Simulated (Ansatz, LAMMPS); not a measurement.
# Structural relaxation of amorphous 12SiO2-88GeO2 (mol %) (96 atoms), part 4 of 4

Aim: bring amorphous 12SiO2-88GeO2 (mol %) (96 atoms) to a nearby minimum of the energy and see what moves.

Ansatz 0.2.0; Kohn-Sham DFT, PBE, PAW (set soft_2), plane waves.

The cell: 4 Si, 28 Ge and 64 O. The quench rate of 50 K/ps is orders of magnitude faster than experiment. The network of bonds at the start is that of the classical potential that made the cell. The Brillouin zone is sampled at Γ only, in a cell whose shortest periodic width is 11 Å.

So far. Step 4 (Cell and atoms relaxed): The relaxation changed the energy by -119 meV/atom, and atoms moved by 0.63 Å r.m.s., 1.7 Å at most.

**7. Functional HSE06**

HSE06 mixes in a quarter of exact exchange at short range, which counters self-interaction, at a higher cost.

This step: Kohn-Sham DFT, HSE06, PAW (set soft_2), plane waves (Ansatz 0.2.0).

File input.yaml:

```yaml
crystal:
  lattice:
    - [11.07499, -0.14979, 0.21893]
    - [-0.14979, 11.28868, -0.20153]
    - [0.21893, -0.20153, 11.62542]
  atoms:
    [... the 96 atom lines of step 6 ...]
kpoints:
  mp_grid: { grid: [1, 1, 1] }
hamiltonian:
  xc: hse06
scf:
  occupations: { method: fermi_dirac, width: 0.025 }
output:
  forces: true
  stress: true
  populations: true
  dos:
    method: { smearing: { sigma: 0.08 } }
    de: 0.05
    projected: { site_lists: { Ge: [Ge], O: [O], Si: [Si] } }
  eigenvalues: true
```

Launch:

```console
> ansatz run input.yaml --threads 4 --pin off --max-ram 8192MiB --backend cpu --events-out ev --progress --plain --runs-dir out
```

Numbers of over 12 decimals in the logs are rounded to 6 here.

The log of the run:

```text
Warning: output.stress: scf.convergence.dr2_threshold = 1e-7 eV (the SCF's general default) is looser than the 1.6e-9 eV advised for a printed stress (1e-10 eV for each atom of the cell: 96, of which 16 are counted). What an SCF threshold leaves in a stress goes as its square root, and in the free energy as the threshold itself, and one threshold admits the most on a small cell: [...]
Warning: output.stress: scf.exx.energy_threshold = 1e-6 eV is looser than the 1.6e-7 eV advised for a stress under a hybrid functional (1e-8 eV for each atom of the cell: 96, of which 16 are counted). Every SCF of the exchange loop can meet its threshold on dr2 while the loop round them stops early: [...]
exact exchange: scf.exx.singularity resolves to wigner_seitz, which cuts the screened interaction at the faces of the exchange supercell's Wigner-Seitz cell, so that each pair interacts once, at the shortest of its separations (the periodic images that this leaves out come, [...]
[...]
Crystal: 96 atoms, lattice volume = 1452.195 Å³
Basis set: ecut = 420 eV, 28409 PW (Γ), exchange–correlation on 150×160×160 points (8 copies of the dense FFT grid, shifted against one another)
Bands: 492, of which v1, the nominal top of the filled ones, is band 396 counted from 1 (395 counted from 0)
Symmetry: 1 space group operations
[...]
k-points: 1
[...]
SCF iter   1: F=—  HF=-159119.038811 eV  |F-HF|=—  |Δ(HF+E_count)|=         —  Δρ=2.48e-3  dr2=1.21e-1  ethr=1.77e-3  ⟨swp⟩=9.0  Hψ=2190  notcnv=0
[...]
SCF iter   4: F=—  HF=-159119.038346 eV  |F-HF|=—  |Δ(HF+E_count)|=   2.84e-3  Δρ=3.34e-4  dr2=9.45e-4  ethr=5.05e-7  ⟨swp⟩=4.0  Hψ=1087  notcnv=0  defer=9
SCF iter   5: F=-159119.039013 eV  HF=-159119.038958 eV  |F-HF|=5.51e-5  |Δ(HF+E_count)|=   6.12e-4  Δρ=1.10e-4  dr2=1.06e-4  ethr=1.19e-7  ⟨swp⟩=4.0  Hψ=1100  notcnv=0  defer=9
SCF 1 stopped early in 5 iterations: F = -159119.039013 eV  dr2 = 1.06e-4
[...]
Exchange kernel: α = 0.2500, screened, ω = 0.2079 Å⁻¹, Wigner–Seitz truncation, v(0) = 959.2473 eV·Å³, q-mesh 1×1×1, nearest image of the exchange supercell L = 11.08 Å, pair-density grid 54×54×60, without the augmentation charges, whose exchange is taken in its separable form (sized by the pseudopotential files, [...]
Frozen-core exchange: fock
SCF iter   1: F=—  HF=-159134.948341 eV  |F-HF|=—  |Δ(HF+E_count)|=         —  Δρ=1.09e-2  dr2=9.54e-1  ethr=1.34e-7  ⟨swp⟩=17.0  Hψ=2862  notcnv=0
[...]
SCF iter   6: F=—  HF=-159134.836251 eV  |F-HF|=—  |Δ(HF+E_count)|=   8.24e-4  Δρ=1.09e-4  dr2=1.83e-4  ethr=1.34e-7  ⟨swp⟩=4.0  Hψ=1211  notcnv=0
SCF iter   7: F=-159134.836199 eV  HF=-159134.836208 eV  |F-HF|=8.80e-6  |Δ(HF+E_count)|=   4.35e-5  Δρ=3.00e-5  dr2=3.41e-5  ethr=2.02e-8  ⟨swp⟩=4.0  Hψ=1066  notcnv=0
SCF 2 stopped early in 7 iterations: F = -159134.836199 eV  dr2 = 3.41e-5
  Residual-converged pass: ⟨swp⟩=4.0  Hψ=1378  notcnv=0  max |occ|·‖R‖ = 5.4e-6 eV (tolerance 6.7e-6 eV)  dr2=3.42e-5  dr2_onsite=7.56e-7  max |Δocc| = 0.0e0
hybrid outer 1: dexx = +3.854e-1 eV, tail = 1.54e-3 eV
[...]
Frozen-core exchange: fock
SCF iter   1: F=—  HF=-159134.838375 eV  |F-HF|=—  |Δ(HF+E_count)|=         —  Δρ=9.55e-5  dr2=1.30e-4  ethr=9.72e-7  ⟨swp⟩=12.0  Hψ=1218  notcnv=0
[...]
SCF iter   6: F=—  HF=-159134.838379 eV  |F-HF|=—  |Δ(HF+E_count)|=   1.97e-8  Δρ=1.10e-6  dr2=1.75e-8  ethr=9.08e-12  ⟨swp⟩=6.0  Hψ=1207  notcnv=0  defer=12
SCF iter   7: F=-159134.838379 eV  HF=-159134.838379 eV  |F-HF|=5.82e-10  |Δ(HF+E_count)|=   4.92e-9  Δρ=2.98e-7  dr2=1.54e-9  ethr=2.76e-12 (applied; sched 1.96e-12)  ⟨swp⟩=5.0  Hψ=944  notcnv=0  defer=9
SCF 3 converged in 7 iterations: F = -159134.838379 eV  dr2 = 1.54e-9
[...]
hybrid outer 2: dexx = +1.056e-5 eV, tail = 1.37e-7 eV, Δε = 3.23e-3 eV (about 4.97e-5 eV left of the loop's levels), ΔF = 1.04e-2 eV/Å (tail 7.71e-4)
[...]
Frozen-core exchange: fock
SCF iter   1: F=—  HF=-159134.838378 eV  |F-HF|=—  |Δ(HF+E_count)|=         —  Δρ=1.26e-6  dr2=1.44e-8  ethr=8.63e-11  ⟨swp⟩=20.0  Hψ=1730  notcnv=7
SCF iter   2: F=-159134.838378 eV  HF=-159134.838378 eV  |F-HF|=1.46e-10  |Δ(HF+E_count)|=   4.02e-9  Δρ=2.81e-7  dr2=1.38e-9  ethr=5.60e-12 (applied; sched 1.59e-12)  ⟨swp⟩=3.0  Hψ=1017  notcnv=0
SCF 4 converged in 2 iterations: F = -159134.838378 eV  dr2 = 1.38e-9
[...]
hybrid SCF converged: 3 outer / 16 inner (+5 warm-up), last move |dexx| = 5.27e-9 eV, tail = 2.92e-9 eV
Stability not checked: this state was not tested for a lower state beside it, because the functional holds exact exchange (a hybrid, or Hartree-Fock), whose exchange loop this test does not read (fock_operator; see scf.lower_state_search)
Free energy (F): -159134.838378 eV
Frozen-core exchange: fock
[...]
Internal energy: -159134.838378 eV  (E = F + TS)
E sigma→0 (E₀):  -159134.838378 eV
Fermi energy:    3.659781 eV
[...]
Σ components = -159134.838378   (vs F -159134.838378, Δ=0.00e0)
--- Forces (eV/Å), atoms counted from 1 ---
  atom   1  Si     0.08980357    -0.02505451    -0.00687202
  atom   2  Si    -0.01822977    -0.09604480     0.05779923
  atom   3  Si     0.09476010     0.07536543     0.08758079
  atom   4  Si     0.08012461    -0.03337595     0.04817724
[...]
atom  96  O      0.08988002    -0.25578196     0.11504994
  max |Σ_I F_I| component: 7.24e-5 eV/Å
--- Stress (GPa, compression-positive) ---
       -5.984806       0.046708       0.075245
        0.046708      -6.101101       0.119951
        0.075245       0.119950      -6.082723
  P = ⅓ Tr σ = -6.0562 GPa (-60.562 kbar)
--- Band table (eV) ---
[...]
--- Löwdin populations: 96 sites ---
  site symbol       q [e]
     0     Si      2.2147
     1     Si      2.1747
     2     Si      2.1770
[...]
95      O      6.7948
  spilling = 0.006206 (of n_electrons = 792.000000)
```

Elapsed: 11 min, on 4 threads of Arm Neoverse V1, shared host; peak memory 5.4 GiB.

The program notes that the exchange threshold is loose for the stress and the SCF threshold is loose for the stress.

Geometry and reference: those of the single point at the relaxed geometry.

Forces differ from those of the single point at the relaxed geometry by 300 meV/Å r.m.s.; the pressure by -6.1 GPa and the gap by +1.8 eV. It took 11 min and 21 cycles; the reference's time can't be set against it, since the two runs asked for unlike analyses.

The run gave:

| Quantity | Value |
| --- | --- |
| free energy | -159134.8384 eV |
| free energy per atom | -1657.6546 eV/atom |
| SCF cycles | 21 |
| pressure | -6.056 GPa |
| r.m.s. force component | 0.2999 eV/Å |
| longest force | 0.8946 eV/Å |
| Fermi energy | 3.66 eV |
| gap (highest filled to lowest empty level) | 4.7 eV |
| spilling of the projection | 0.006206 |

Length of the force by element:

```csv
element,coordination,atoms,mean length of the force (eV/Å),spread,least,most
Ge,all,28,0.161,0.0701,0.063,0.339
O,all,64,0.608,0.145,0.202,0.895
Si,all,4,0.114,0.0218,0.0935,0.149
```

Löwdin charges by element (they lack the spilled electrons, 0.051 e an atom on average):

```csv
element,coordination,atoms,mean charge (e),spread,least,most
Ge,all,28,1.69,0.0198,1.65,1.73
O,all,64,-0.773,0.0161,-0.811,-0.740
Si,all,4,1.80,0.0206,1.78,1.83
```

Density of states as counts of states in windows of 1 eV (from the Fermi level), total and the larger projections:

```csv
from (eV),to (eV),total,O p,Ge p,Ge s
-18,-12,0.0,0.0,0.0,0.0
-12,-11,9.7,5.7,0.2,3.2
-11,-10,16.7,9.9,0.7,4.7
-10,-9,15.5,9.6,1.1,3.2
-9,-8,14.9,9.6,1.5,2.2
-8,-7,27.0,19.6,4.9,0.7
-7,-6,41.3,31.1,8.2,0.2
-6,-5,34.1,27.1,3.8,0.4
-5,-4,63.0,55.4,3.6,0.3
-4,-3,93.1,88.7,1.6,0.2
-3,-2,68.7,66.9,0.5,0.1
-2,2,0.0,0.0,0.0,0.0
2,3,2.0,0.3,0.0,1.1
3,4,5.4,1.2,0.6,2.5
4,5,15.9,3.7,2.3,6.8
```

Between -26 and -18 eV lie 128 more states.

The stored curve holds about 512 of the 792 electrons; the rest, give or take the few that broadening carries across the Fermi level, lie in deeper levels below its range.

The levels nearest the highest filled one (over half full), pooled over k-points and spins:

```csv
level less the highest filled one (eV),occupation
-0.169,2
-0.147,2
-0.119,2
-0.0991,2
-0.0517,2
0,2
4.70,0
5.98,0
6.11,0
6.30,0
6.48,0
6.53,0
```

**8. Functional r2SCAN (500 eV)**

The meta-GGA r2SCAN uses the kinetic energy density as well as the density and its gradient. Besides, the cutoff goes from 420 to 500 eV.

This step: Kohn-Sham DFT, r2SCAN, PAW (set soft_2), plane waves (Ansatz 0.2.0).

input.yaml: that of step 7 with these lines changed.

```diff
@@ -10,3 +10,3 @@
 hamiltonian:
-  xc: hse06
+  xc: r2scan
 scf:
```

The log of the run:

```text
[...]
Crystal: 96 atoms, lattice volume = 1452.195 Å³
Basis set: ecut = 500 eV, 36869 PW (Γ), exchange–correlation on 324×360×360 points (64 copies of the dense FFT grid, shifted against one another)
Bands: 492, of which v1, the nominal top of the filled ones, is band 396 counted from 1 (395 counted from 0)
Symmetry: 1 space group operations
[...]
k-points: 1
[...]
SCF iter   1: F=—  HF=-159433.047162 eV  |F-HF|=—  |Δ(HF+E_count)|=         —  Δρ=8.68e-3  dr2=7.73e-1  dr2_τ=5.15e0  ethr=1.77e-3  ⟨swp⟩=6.0  Hψ=1799  notcnv=0  defer=77
[...]
SCF iter   9: F=—  HF=-159434.203409 eV  |F-HF|=—  |Δ(HF+E_count)|=   5.74e-7  Δρ=2.98e-6  dr2=1.35e-7  dr2_τ=1.11e-8  ethr=1.06e-10  ⟨swp⟩=2.0  Hψ=731  notcnv=0  defer=90
SCF iter  10: F=-159434.203409 eV  HF=-159434.203409 eV  |F-HF|=1.74e-8  |Δ(HF+E_count)|=   9.21e-8  Δρ=1.01e-6  dr2=1.60e-8  dr2_τ=1.55e-9  ethr=1.26e-11  ⟨swp⟩=11.0  Hψ=2284  notcnv=0
SCF 1 converged in 10 iterations: F = -159434.203409 eV  dr2 = 1.60e-8
[...]
SCF converged after 10 iterations
Free energy (F): -159434.203409 eV
[...]
Internal energy: -159434.203409 eV  (E = F + TS)
E sigma→0 (E₀):  -159434.203409 eV
Fermi energy:    3.900662 eV
[...]
Σ components = -159434.203409   (vs F -159434.203409, Δ=0.00e0)
--- Forces (eV/Å), atoms counted from 1 ---
  atom   1  Si     0.06685283    -0.02437698     0.00900545
  atom   2  Si    -0.01274136    -0.07415008     0.02958241
  atom   3  Si     0.08109841     0.04860371     0.05749511
  atom   4  Si     0.06751588    -0.02697962     0.05513831
[...]
atom  96  O      0.07815476    -0.21576865     0.12952431
  max |Σ_I F_I| component: 7.46e-5 eV/Å
--- Stress (GPa, compression-positive) ---
       -5.772204       0.025312       0.074477
        0.025311      -5.869113       0.077569
        0.074475       0.077570      -5.844077
  P = ⅓ Tr σ = -5.8285 GPa (-58.285 kbar)
--- Band table (eV) ---
[...]
--- Löwdin populations: 96 sites ---
  site symbol       q [e]
     0     Si      2.2087
     1     Si      2.1700
     2     Si      2.1732
[...]
95      O      6.7919
  spilling = 0.006107 (of n_electrons = 792.000000)
```

Wall time 81 s (4 threads); peak memory 4.4 GiB.

Geometry and reference: those of the single point at the relaxed geometry.

Forces differ from those of the single point at the relaxed geometry by 230 meV/Å r.m.s.; the pressure by -5.8 GPa and the gap by +0.61 eV. It took 81 s and 10 cycles; the reference's time can't be set against it, since the two runs asked for unlike analyses.

**9. Functional PBEsol**

PBEsol restores the gradient expansion of exchange for slowly varying densities and usually gives shorter bonds in solids than PBE.

This step: Kohn-Sham DFT, PBEsol, PAW (set soft_2), plane waves (Ansatz 0.2.0).

input.yaml: that of step 8 with these lines changed.

```diff
@@ -10,3 +10,3 @@
 hamiltonian:
-  xc: r2scan
+  xc: pbesol
 scf:
```

The log of the run:

```text
[...]
Crystal: 96 atoms, lattice volume = 1452.195 Å³
Basis set: ecut = 420 eV, 28409 PW (Γ), exchange–correlation on 150×160×160 points (8 copies of the dense FFT grid, shifted against one another)
Bands: 492, of which v1, the nominal top of the filled ones, is band 396 counted from 1 (395 counted from 0)
Symmetry: 1 space group operations
[...]
k-points: 1
[...]
SCF iter   1: F=—  HF=-157479.402513 eV  |F-HF|=—  |Δ(HF+E_count)|=         —  Δρ=1.25e-2  dr2=1.86e0  ethr=1.77e-3  ⟨swp⟩=6.0  Hψ=1824  notcnv=0  defer=64
[...]
SCF iter   9: F=—  HF=-157478.890342 eV  |F-HF|=—  |Δ(HF+E_count)|=   1.65e-6  Δρ=4.27e-6  dr2=2.62e-7  ethr=3.07e-10  ⟨swp⟩=2.0  Hψ=655  notcnv=0  defer=90
SCF iter  10: F=-157478.890342 eV  HF=-157478.890342 eV  |F-HF|=1.66e-8  |Δ(HF+E_count)|=   2.61e-7  Δρ=2.43e-6  dr2=8.06e-8  ethr=1.26e-11  ⟨swp⟩=11.0  Hψ=2386  notcnv=0
SCF 1 converged in 10 iterations: F = -157478.890342 eV  dr2 = 8.06e-8
[...]
SCF converged after 10 iterations
Free energy (F): -157478.890342 eV
[...]
Internal energy: -157478.890342 eV  (E = F + TS)
E sigma→0 (E₀):  -157478.890342 eV
Fermi energy:    3.934757 eV
[...]
Σ components = -157478.890342   (vs F -157478.890342, Δ=0.00e0)
--- Forces (eV/Å), atoms counted from 1 ---
  atom   1  Si    -0.05606795     0.00898789     0.03172291
  atom   2  Si     0.01909039     0.02177179    -0.06430836
  atom   3  Si     0.02295053    -0.04480731    -0.04220102
  atom   4  Si     0.02920125     0.06300093    -0.00251639
[...]
atom  96  O      0.03015350    -0.11286253     0.13645479
  max |Σ_I F_I| component: 5.23e-5 eV/Å
--- Stress (GPa, compression-positive) ---
       -3.568704       0.034671       0.093674
        0.034672      -3.579357      -0.005142
        0.093674      -0.005143      -3.551075
  P = ⅓ Tr σ = -3.5664 GPa (-35.664 kbar)
--- Band table (eV) ---
[...]
--- Löwdin populations: 96 sites ---
  site symbol       q [e]
     0     Si      2.3015
     1     Si      2.2649
     2     Si      2.2668
[...]
95      O      6.7404
  spilling = 0.006089 (of n_electrons = 792.000000)
```

The job ended after 33 s (4 threads; peak memory 2.2 GiB; 2.1 min of CPU time).

Geometry and reference: those of the single point at the relaxed geometry.

Forces differ from those of the single point at the relaxed geometry by 105 meV/Å r.m.s.; the pressure by -3.6 GPa and the gap by -0.061 eV.

**10. Cost against change**

Differences are against the single point at the relaxed geometry (Kohn-Sham DFT, PBE, PAW (set soft_2), plane waves), whose r.m.s. force component is 0.00246 eV/Å. Times are for 4 threads of Arm Neoverse V1, shared host. The reference's time includes grids, which some other runs skip.

```csv
run,"Δ force, r.m.s. (meV/Å)",Δ pressure (GPa),Δ gap (eV),cycles,time,host memory (GiB)
reference,-,-,-,9,34 s,2.2
functional HSE06,300,-6.06,1.85,21,11 min,5.4
functional r2SCAN (500 eV),230,-5.83,0.615,10,81 s,4.4
functional PBEsol,105,-3.57,-0.0608,10,33 s,2.2
```

**11. Results**

- energy change in the relaxation: -119.4 meV/atom
- r.m.s. displacement: 0.63 Å
- largest displacement: 1.749 Å
- free energy per atom: -1657.4884 eV/atom
- pressure: 0.0009417 GPa
- r.m.s. force component: 0.00246 eV/Å
- gap (highest filled to lowest empty level): 2.854 eV
- wall time of the 6 DFT runs: 28 min

What this shows: Relaxation lowers the energy by 119 meV/atom and moves atoms by 0.63 Å r.m.s.; the r.m.s. force component goes from 0.79 to 0.0025 eV/Å. Displacements are taken in the final cell, so they leave out its strain. By the final cutoffs 4 of 129 bonded pairs parted and 3 joined. The cell shrank by 4.1 % in volume. First to last step the energy falls by 11.464 eV, across changes of basis; the largest move, 1.75 Å, is that of O84. The O-Ge bonds change most in mean length: from 1.742 Å (spread 0.046) to 1.772 Å (spread 0.015), and their number from 113 to 112. With the cutoffs above, all Ge atoms have 4, all O atoms have 2 and all Si atoms have 4 bonded neighbours. 100 % of the oxygens bridge two formers (Si and Ge) and 0 % are non-bridging. Between filled and empty levels lie 2.85 eV (at Γ alone); a semilocal functional tends to put such gaps too low. In a disordered cell it changes from sample to sample, and tail or defect levels can set it.

Among the changes of functional, dispersion, potentials or spin set against this reference, functional HSE06 moves the forces most, by 300 meV/Å r.m.s. The gap changes by +1.85 eV with HSE06.

**Limits.** The starting topology of bonds comes from the classical model; in DFT 4 of its 129 bonded pairs passed out of the cutoffs and 3 came within them.

[Logs are printed without paths, hosts, clocks, repeated set-up lines and the standing remarks that a program may print on its own settings, such as how far it seeks lower states.]

[Hosts, paths, dates, database ids (printed as entryN), source tags and the programs' standing remarks are cut or masked in the printed files.]
